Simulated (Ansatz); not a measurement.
# Be4P2O (built on the sites of a database entry of Ca4Sb2O): a soft mode frozen in, part 3 of 3

Wanted: the energy along a soft mode of Be4P2O (built on the sites of a database entry of Ca4Sb2O) and the structure at the end.

Ansatz 0.2.0; DFT PBEsol, scalar-relativistic, plane waves, PAW.

So far. Step 5 (Energy along the mode, all amplitudes (two of the runs …): The lowest of the steps tried is at 0.45 Å, 52.2 meV/atom below the parent; the bottom of the well need not coincide with a step. Step 7 (The new phase in its own primitive cell): The largest force component left is 0.62 meV/Å and the pressure is -0.001 GPa, within the tolerances set. The cell now holds 10.67 Å³/atom. The relaxed cell has a, b, c = 3.418, 9.816, 4.453 Å (conventional setting).

The structure was built from a prototype and need not be the compound's stable phase.

## Step 8: Modes of the new phase, k-mesh 14×14×14

A relaxed structure may still be a saddle point, so its zone-centre modes are computed. No field response is asked, since the mesh shows no gap.

input.yaml reads:

```yaml
crystal:
  lattice:
    - [-1.709150974, 4.9081520724, 2.2264979101]
    - [1.709150974, -4.9081520724, 2.2264979101]
    - [1.709150974, 4.9081520724, -2.2264979101]
  atoms:
    - { symbol: Be, position: [0.0616093697, 0.5616093697, 0.5] }
    - { symbol: Be, position: [0.3382978712, 0.3382978712, 0.0] }
    - { symbol: Be, position: [0.5221133396, 0.1673447551, 0.3547685845] }
    - { symbol: Be, position: [0.8125761707, 0.1673447551, 0.6452314155] }
    - { symbol: P, position: [0.1318677175, 0.976229909, 0.1556378085] }
    - { symbol: P, position: [0.8205921005, 0.976229909, 0.8443621915] }
    - { symbol: O, position: [0.4525790596, 0.9525790596, 0.5] }
kpoints:
  mp_grid: { grid: [14, 14, 14] }
hamiltonian:
  xc: pbesol
scf:
  occupations: { method: methfessel_paxton, width: 0.2 }
output:
  eigenvalues: true
phonons:
  method: dfpt
```

Command:

```
$ ansatz run input.yaml --threads 8 --pin off --max-ram 14336MiB --backend cpu --events-out ev --progress --plain --runs-dir out
```

Numbers of over 12 decimals in the logs are rounded to 6 here.

The program printed:

```text
[...]
Crystal: 7 atoms, lattice volume = 74.710 Å³
Basis set: ecut = 420 eV, 1463 PW (Γ), exchange–correlation on 80×80×80 points (8 copies of the dense FFT grid, shifted against one another)
Bands: 19, of which v1, the nominal top of the filled ones, is band 12 counted from 1 (11 counted from 0)
Symmetry: 4 space group operations
k-points: 744 of 2744 (irreducible under 2 space group operations, time reversal used)
[...]
SCF iter   1: F=—  HF=-2404.892010 eV  |F-HF|=—  |Δ(HF+E_count)|=         —  Δρ=5.96e-3  dr2=3.06e-2  ethr=1.77e-3  ⟨swp⟩=6.4  Hψ=84111  notcnv=0
[...]
SCF iter  10: F=-2404.882230 eV  HF=-2404.882230 eV  |F-HF|=4.55e-13  |Δ(HF+E_count)|=  1.59e-11  S|Δr|=    0.00e0  Δρ=3.25e-8  dr2=1.48e-12  ethr=1.00e-12  ⟨swp⟩=10.5  Hψ=76577  notcnv=0
SCF 1 converged in 10 iterations: F = -2404.882230 eV  dr2 = 1.48e-12
[...]
SCF converged after 10 iterations
[...]
Free energy (F): -2404.882230 eV
[...]
Internal energy: -2404.882426 eV  (E = F + TS)
E sigma→0 (E₀):  -2404.882279 eV
Entropy (-TS):   0.000196 eV (0.028 meV/atom)
Fermi energy:    8.408920 eV
[...]
--- Band table (eV; the first three rows and the last of 744) ---
  k-point 0: bands = [... 8 lower, 6.5381, 6.5756, 6.9572, 6.9810, 9.3393, 10.0529, 11.6397, 12.0793, ... 3 higher]
  k-point 1: bands = [... 8 lower, 6.0806, 6.2823, 6.8230, 6.9954, 9.4515, 10.5672, 11.9266, 12.2311, ... 3 higher]
  k-point 2: bands = [... 8 lower, 5.1989, 5.6203, 6.5313, 6.9550, 9.7559, 11.5625, 12.2110, 12.8430, ... 3 higher]
  k-point 743: bands = [... 8 lower, 5.2871, 6.0064, 6.8122, 8.2307, 8.5340, 10.4773, 11.1834, 11.3525, ... 3 higher]
[...]
ASR residual: 1.899e-5 → 0.000e0 eV/Å²; symmetrization residual: 1.472e-6 eV/Å²
  ASR residual per site (eV/Å²): 7.14e-6 1.36e-5 1.90e-5 1.90e-5 4.22e-6 4.22e-6 3.73e-6
[...]
```

The job ended after 6.4 min (8 threads of Intel Xeon Platinum 8259CL at 2.50GHz (Skylake/Cascade Lake), shared host; peak memory 4 GiB).

This step gave:

| Item | Value |
| --- | --- |
| sum-rule residual before enforcement | 1.90e-5 eV/Å² |
| point group | mm2 |
| highest optical mode at the zone centre (no LO-TO term) | 663.7 cm⁻¹ |
| lowest optical zone-centre mode | 210.6 cm⁻¹ |

Patterns of degenerate modes are one choice out of their space. The modes at Γ (shares of kinetic energy by element, %):

```
mode  frequency (cm⁻¹)  symmetry  Be %  P %  O %
   1               0.0  acoustic    32   54   14
   2               0.0  acoustic    32   54   14
   3               0.0  acoustic    32   54   14
   4             210.6        A2    21   79    0
   5             230.3        B2    86   13    1
   6             240.6        B1    87    4    9
   7             287.4        B2    22   78    0
   8             347.7        B1     5   19   76
   9             351.9        A1    28   69    2
  10             396.2        A1    33   55   12
  11             422.2        B2    15   33   51
  12             489.4        B2    89    9    2
  13             490.9        A2    79   21    0
  14             511.3        A1    51    3   45
  15             517.9        B1    78   21    1
  16             539.7        A1    74    9   17
  17             570.6        A1    91    0    9
  18             579.8        B2    72    2   26
  19             597.9        B1    99    1    0
  20             640.3        B2    83   10    7
  21             663.7        A1    90    9    1
```

Displacements in mode 4 (210.6 cm⁻¹), the largest set to 1:
```
Be1  0.00  0.00  0.00
Be2  0.00  0.00  0.00
Be3 -0.95  0.00  0.00
Be4  0.95  0.00  0.00
P5   1.00  0.00  0.00
P6  -1.00  0.00  0.00
O7   0.00  0.00  0.00
```

Displacements in mode 5 (230.3 cm⁻¹), the largest set to 1:
```
Be1  0.00  1.00  0.00
Be2  0.00 -0.91  0.00
Be3  0.00  0.00  0.27
Be4  0.00  0.00 -0.27
P5   0.00  0.01  0.21
P6   0.00  0.01 -0.21
O7   0.00 -0.09  0.00
```

Before it was imposed, the acoustic sum rule was missed by 1.9e-5 eV/Å². Small misses are needed for a sound result but don't prove that mesh and cutoff are converged. The lowest optical mode is real, 211 cm⁻¹.

## Step 9: Outcome

| Item | Value |
| --- | --- |
| unstable mode of the parent | q = (0, 0, 0), 338i cm⁻¹ |
| depth at the lowest point sampled | 52.2 meV/atom |
| largest atomic shift at that point | 0.45 Å |
| space group reached (within 0.01 Å) | Imm2 |
| energy gained over the parent (first relaxation, on the mesh of the frozen mode) | 191 meV/atom |
| volume per atom, phase reached | 10.7 Å³ |
| lowest optical zone-centre mode, phase reached | 211 cm⁻¹ |
| highest optical mode at the zone centre (no LO-TO term), phase reached | 664 cm⁻¹ |

In words: Along this mode the structure falls into Imm2, 191 meV/atom below the parent. At the parent's cell the well is 52.20 meV/atom deep on the steps tried, with its lowest point at a shift of 0.45 Å. Relaxing atoms and cell changes the gain by +138.89 meV/atom against the lowest step (energies at zero smearing). Most of the total comes from this relaxation. The new phase has no imaginary mode at the zone centre of its cell; other wavevectors were not checked. Of the 3 patterns followed to their end from this parent, this one reaches the lowest energy. Each path keeps the symmetry of its pattern, so a lower phase may lie along a pattern not tried. With no gap, or one that is small against the smearing, the frequencies hang on the k mesh and the smearing, most of all near Kohn anomalies. The starting cell was built on a prototype and not taken from a measurement, so the phase need not exist.

[Logs are printed without paths, hosts, clocks, repeated set-up lines and the standing remarks that a program may print on its own settings, such as how far it seeks lower states.]

[Hosts, paths, dates, database ids (printed as entryN), source tags and the programs' standing remarks are cut or masked in the printed files.]
